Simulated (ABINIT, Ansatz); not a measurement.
**A GW chain in ABINIT: CsPbCl3 (Pm-3m)**

How does a plane-wave GW calculation on CsPbCl3 (Pm-3m) run from the first input to the gap?

Method: PBE and many-body steps on it, plane waves, in ABINIT 10.8.3.

Most raw output is cut from this account.

## (1) Set-up

The structure is cubic, space group Pm-3m (No. 221). Conventional cell: a = 5.605 Å, b = 5.605 Å, c = 5.605 Å, α = 90.00°, β = 90.00°, γ = 90.00°. Nearest to Cs lie 12 Cl at 3.96 Å. Nearest to Pb lie 6 Cl at 2.80 Å. Nearest to Cl lie 2 Pb at 2.80 Å and 4 Cs at 3.96 Å. Farther neighbours and most contacts between anions are not listed.

The cell and positions come from the Crystallography Open Database and are kept as given unless a step says otherwise. Spin-orbit coupling is left out unless a step names it.

## (2) Ground state

This step: ABINIT 10.8.3; DFT, PBE, plane waves, norm-conserving pseudopotentials.

The ground-state density comes first.

File run.abi:

```
acell 3*1.0 Angstrom
rprim 
  5.605000000000 0.000000000000 0.000000000000
  0.000000000000 5.605000000000 0.000000000000
  0.000000000000 0.000000000000 5.605000000000
ntypat 3
znucl 55 82 17
natom 5
typat 1 2 3 3 3
xred 
  0.000000000000 0.000000000000 0.000000000000
  0.500000000000 0.500000000000 0.500000000000
  0.500000000000 0.500000000000 0.000000000000
  0.000000000000 0.500000000000 0.500000000000
  0.500000000000 0.000000000000 0.500000000000
pp_dirpath "pseudos"
pseudos "Cs.upf, Pb.upf, Cl.upf"
ecut 32
ngkpt 4 4 4
nshiftk 1
shiftk 0 0 0
kptopt 1
chksymbreak 0
nband 32
occopt 1
tolvrs 1e-08
nstep 60
prtwf 0
optforces 0
optstress 0
indata_prefix "in"
outdata_prefix "out"
tmpdata_prefix "tmp"
```

Command:

```bash
> OMP_NUM_THREADS=1 mpirun -n 4 abinit run.abi > log
```

Run time: 54 s. Hardware: 4 MPI ranks of Arm Neoverse V1, shared host; peak memory 0.48 GiB.

This step gave:

* total energy: -7690.9316 eV
* gap: 1.932 eV
* k of the valence top: 0.5, 0.5, 0.5
* k of the conduction bottom: 0.5, 0.5, 0.5
* least direct gap: 1.932 eV

The gap is direct, at (0.500, 0.500, 0.500).

## (3) Bands along the symmetry lines

The cheap functional maps the bands first; the places of the edges decide which points the dearer methods must see.

Edit run.abi of step 2 so:

```diff
@@ -18,14 +18,40 @@
 ecut 32
-ngkpt 4 4 4
-nshiftk 1
-shiftk 0 0 0
-kptopt 1
-chksymbreak 0
-nband 32
-occopt 1
-tolvrs 1e-08
-nstep 60
+iscf -2
+irdden 1
+kptopt 0
+nkpt 26
+kpt 
+  0.00000000 0.00000000 0.00000000
+  0.00000000 0.12500000 0.00000000
+  0.00000000 0.25000000 0.00000000
+  0.00000000 0.37500000 0.00000000
+  0.00000000 0.50000000 0.00000000
+  0.12500000 0.50000000 0.00000000
+  0.25000000 0.50000000 0.00000000
+  0.37500000 0.50000000 0.00000000
+  0.50000000 0.50000000 0.00000000
+  0.37500000 0.37500000 0.00000000
+  0.25000000 0.25000000 0.00000000
+  0.12500000 0.12500000 0.00000000
+  0.00000000 0.00000000 0.00000000
+  0.12500000 0.12500000 0.12500000
+  0.25000000 0.25000000 0.25000000
+  0.37500000 0.37500000 0.37500000
+  0.50000000 0.50000000 0.50000000
+  0.37500000 0.50000000 0.37500000
+  0.25000000 0.50000000 0.25000000
+  0.12500000 0.50000000 0.12500000
+  0.00000000 0.50000000 0.00000000
+  0.50000000 0.50000000 0.50000000
+  0.50000000 0.50000000 0.37500000
+  0.50000000 0.50000000 0.25000000
+  0.50000000 0.50000000 0.12500000
+  0.50000000 0.50000000 0.00000000
+istwfk *1
+nband 33
+nbdbuf 2
+tolwfr 1e-08
+nstep 40
 prtwf 0
-optforces 0
-optstress 0
+prtvol 0
 indata_prefix "in"
```

Wall time 73 s (4 MPI ranks); peak memory 0.44 GiB.

This step gave:

| Item | Value |
| --- | --- |
| gap | 1.932 eV |
| k of the valence top | 0.5, 0.5, 0.5 |
| k of the conduction bottom | 0.5, 0.5, 0.5 |
| least direct gap | 1.932 eV |

The gap is 1.932 eV, as in the run before at this level.

The electronic bands at the labelled points (eV, zero at the top of the highest filled band):

| point | band 23 | band 24 | band 25 | band 26 | band 27 | band 28 | band 29 | band 30 |
| --- | --- | --- | --- | --- | --- | --- | --- | --- |
| Γ | -2.64 | -2.54 | -2.54 | -2.54 | 3.34 | 4.28 | 4.28 | 5.19 |
| halfway | -2.69 | -2.59 | -2.59 | -2.44 | 3.85 | 4.63 | 4.69 | 4.83 |
| X | -2.74 | -2.64 | -2.64 | -1.69 | 3.02 | 4.68 | 5.19 | 5.33 |
| halfway | -2.73 | -2.65 | -2.40 | -1.46 | 2.76 | 4.07 | 5.10 | 5.16 |
| M | -2.83 | -2.76 | -2.22 | -0.82 | 2.52 | 2.52 | 4.92 | 5.38 |
| halfway | -2.66 | -2.63 | -2.43 | -2.26 | 4.08 | 4.25 | 4.63 | 5.04 |
| Γ | -2.64 | -2.54 | -2.54 | -2.54 | 3.34 | 4.28 | 4.28 | 5.19 |
| halfway | -2.45 | -2.45 | -2.44 | -2.10 | 3.91 | 3.91 | 3.99 | 4.88 |
| R | -2.21 | -2.21 | -2.21 | 0.00 | 1.93 | 1.93 | 1.93 | 5.10 |
| halfway | -2.49 | -2.46 | -2.36 | -1.26 | 2.48 | 3.67 | 3.83 | 5.20 |
| X | -2.74 | -2.64 | -2.64 | -1.69 | 3.02 | 4.68 | 5.19 | 5.33 |
| jump to R | -2.21 | -2.21 | -2.21 | 0.00 | 1.93 | 1.93 | 1.93 | 5.10 |
| halfway | -2.44 | -2.44 | -2.22 | -0.62 | 2.22 | 2.22 | 3.49 | 5.46 |
| M | -2.83 | -2.76 | -2.22 | -0.82 | 2.52 | 2.52 | 4.92 | 5.38 |

## (4) Empty states on the mesh, 2×2×2 mesh, 605 bands

The sums over transitions need many empty states on a uniform mesh; this step solves for them.

File run.abi:

```
acell 3*1.0 Angstrom
rprim 
  5.605000000000 0.000000000000 0.000000000000
  0.000000000000 5.605000000000 0.000000000000
  0.000000000000 0.000000000000 5.605000000000
ntypat 3
znucl 55 82 17
natom 5
typat 1 2 3 3 3
xred 
  0.000000000000 0.000000000000 0.000000000000
  0.500000000000 0.500000000000 0.500000000000
  0.500000000000 0.500000000000 0.000000000000
  0.000000000000 0.500000000000 0.500000000000
  0.500000000000 0.000000000000 0.500000000000
pp_dirpath "pseudos"
pseudos "Cs.upf, Pb.upf, Cl.upf"
ecut 32
ngkpt 2 2 2
nshiftk 1
shiftk 0 0 0
kptopt 1
chksymbreak 0
iscf -2
irdden 1
istwfk *1
nband 605
nbdbuf 54
tolwfr 1e-09
nstep 60
prtvol 0
indata_prefix "in"
outdata_prefix "out"
tmpdata_prefix "tmp"
```

Run time: 12 min. Hardware: 4 MPI ranks; peak memory 0.9 GiB; 47 min of CPU time.

This step gave:

```yaml
gap: 1.932 eV
k_of_the_valence_top: 0.5, 0.5, 0.5
k_of_the_conduction_bottom: 0.5, 0.5, 0.5
least_direct_gap: 1.932 eV
k_points_computed: 4
lowest_point_of_the_top_converged_band_above_the_valence_top: 111.6159 eV
```

On this mesh the gap is 1.932 eV.

## (5) Screening, 2×2×2 mesh, 551 bands, screening to 217.7 eV

The RPA dielectric matrix is built and inverted for each q.

This step: RPA screening on PBE, plane waves, norm-conserving pseudopotentials.

Edit run.abi of step 4 so:

```diff
@@ -23,10 +23,11 @@
 chksymbreak 0
-iscf -2
-irdden 1
 istwfk *1
-nband 605
-nbdbuf 54
-tolwfr 1e-09
-nstep 60
-prtvol 0
+occopt 1
+irdwfk 1
+optdriver 3
+nband 551
+ecuteps 8
+inclvkb 2
+awtr 1
+symchi 1
 indata_prefix "in"
```

It took 8.1 min on 4 MPI ranks; peak memory 4.9 GiB.

This step gave:

| Property | Result |
| --- | --- |
| ε∞ with local fields, on this mesh, along the program's q direction | 7.234 |
| the same without local fields | 8.223 |
| plasma frequency | 20.18 eV |
| plane waves in the screening matrix | 1309 |

Local fields lower ε∞ by 12 %. On a Γ-centred mesh this coarse the value itself is usually too large, while a short band sum pulls it down.

## (6) Self-energy, 2×2×2 mesh, 551 bands, screening to 217.7 eV

The self-energy is evaluated for the states that the input lists, and the levels follow from it, in one-shot runs by the linearised quasiparticle equation.

This step: G0W0 on PBE, plane waves, norm-conserving pseudopotentials.

Edit run.abi of step 5 so:

```diff
@@ -26,8 +26,17 @@
 irdwfk 1
-optdriver 3
+optdriver 4
 nband 551
+gwcalctyp 0
+ecutsigx 32
+symsigma 1
+nkptgw 2
+kptgw 
+  0.5000000000 0.5000000000 0.5000000000
+  0.0000000000 0.0000000000 0.0000000000
+bdgw 
+  23 29
+  24 29
 ecuteps 8
-inclvkb 2
-awtr 1
-symchi 1
+irdscr 1
+ppmodel 1
 indata_prefix "in"
```

The job ended after 9.4 min (4 MPI ranks; peak memory 5.9 GiB; 37 min of CPU time).

Numbers from this step:

```yaml
g0w0_gap_on_the_points_computed: 3.298 eV
starting_gap_on_the_mesh: 1.932 eV
k_of_the_valence_top: 0.5, 0.5, 0.5
k_of_the_conduction_bottom: 0.5, 0.5, 0.5
z_at_the_valence_top: 0.789
z_at_the_conduction_bottom: 0.82
least_direct_g0w0_gap_on_the_computed_points: 3.298 eV
```

The gap on the mesh goes from 1.93 eV to 3.30 eV, a correction of +1.37 eV.

Limits: finite bands, cutoff and mesh; no spin-orbit coupling; coarse k mesh. v1 is the top filled band, c1 the lowest empty one. The levels before and after the correction (eV, zero at the valence-band top of each column):

|  | conduction bottom | valence top |
| --- | --- | --- |
| Kohn-Sham | 1.93 | 0.00 |
| G0W0 | 3.30 | 0.00 |

|  | level | energy (eV) |
| --- | --- | --- |
| Kohn-Sham | (0.5 0.5 0.5) v4-v2 | -2.214 |
| Kohn-Sham | (0.5 0.5 0.5) v1 | 0.000 |
| Kohn-Sham | (0.5 0.5 0.5) c1-c3 | 1.932 |
| G0W0 | (0.5 0.5 0.5) v4-v2 | -2.650 |
| G0W0 | (0.5 0.5 0.5) v1 | 0.000 |
| G0W0 | (0.5 0.5 0.5) c1-c3 | 3.298 |

## (7) Where the time went

Times are wall times on 4 MPI ranks of Arm Neoverse V1, shared host, good to a factor of about two.

| step | time | share | memory (GiB) |
| --- | --- | --- | --- |
| ground state | 54 s | 3 % | 0.48 |
| bands along the symmetry lines | 73 s | 4 % | 0.44 |
| empty states on the mesh | 12 min | 37 % | 0.9 |
| screening | 8.1 min | 26 % | 4.9 |
| self-energy | 9.4 min | 30 % | 5.9 |

## (8) What came out

* PBE gap: 1.93 eV, direct
* G0W0 gap on the mesh: 3.30 eV
* GW settings: 2×2×2 mesh, 551 bands, screening to 217.7 eV, Godby-Needs plasmon pole
* known limits: not at the basis limit; no spin-orbit coupling; coarse k mesh

What this shows: G0W0 moves the gap on the mesh from 1.93 eV to 3.30 eV (+1.37 eV), with Z of 0.79 and 0.82 at the edges. Local fields lower the RPA ε∞ on this mesh from 8.22 to 7.23; a Γ-centred mesh this coarse tends to raise both, most where the direct gap is narrow, while a short band sum lowers them. Only 2 of the mesh's irreducible points were corrected, so a valley elsewhere could overtake. Bands and cutoff are finite, so the gap is not at the basis limit. The miss can reach some tenths of an eV and take either sign; the mesh is an error of its own. In the G0W0 run levels were corrected at 2 k points alone, so a gap called «on the mesh» is the least over those, and an edge elsewhere would be missed. The 2×2×2 mesh is coarse for this cell, which bears on the long-range parts of exchange and screening. Where an edge is built on 6p states of lead, bismuth or thallium, scalar-relativistic gaps usually stand too wide, by a few tenths to over one eV. This is the ideal cubic cell; many perovskites, halides above all, are cubic only on average, and local tilts or off-centring can widen the gap. The many-body steps are scalar-relativistic: spin-orbit coupling is not in them.

[Paths, hosts, dates, memory and timing lines, banners, echoed tables and standing remarks are left out of the program output.]

[Logs are printed without paths, hosts, clocks, repeated set-up lines and the standing remarks that a program may print on its own settings, such as how far it seeks lower states.]

[Runs of the session that timed out or met a known fault of the program may be left out.]

[Hosts, paths, dates, database ids (printed as entryN), source tags and the programs' standing remarks are cut or masked in the printed files.]

[G0W0 gaps are taken among the corrected bands and points alone; a level outside them can change the order at an edge.]

[Where Ansatz stands beside ABINIT at settings called matched, ABINIT's density can come from a denser mesh and the files from another edition; pairs whose starting gaps differed by over 0.03 eV were left out, so agreement reads better than it is.]
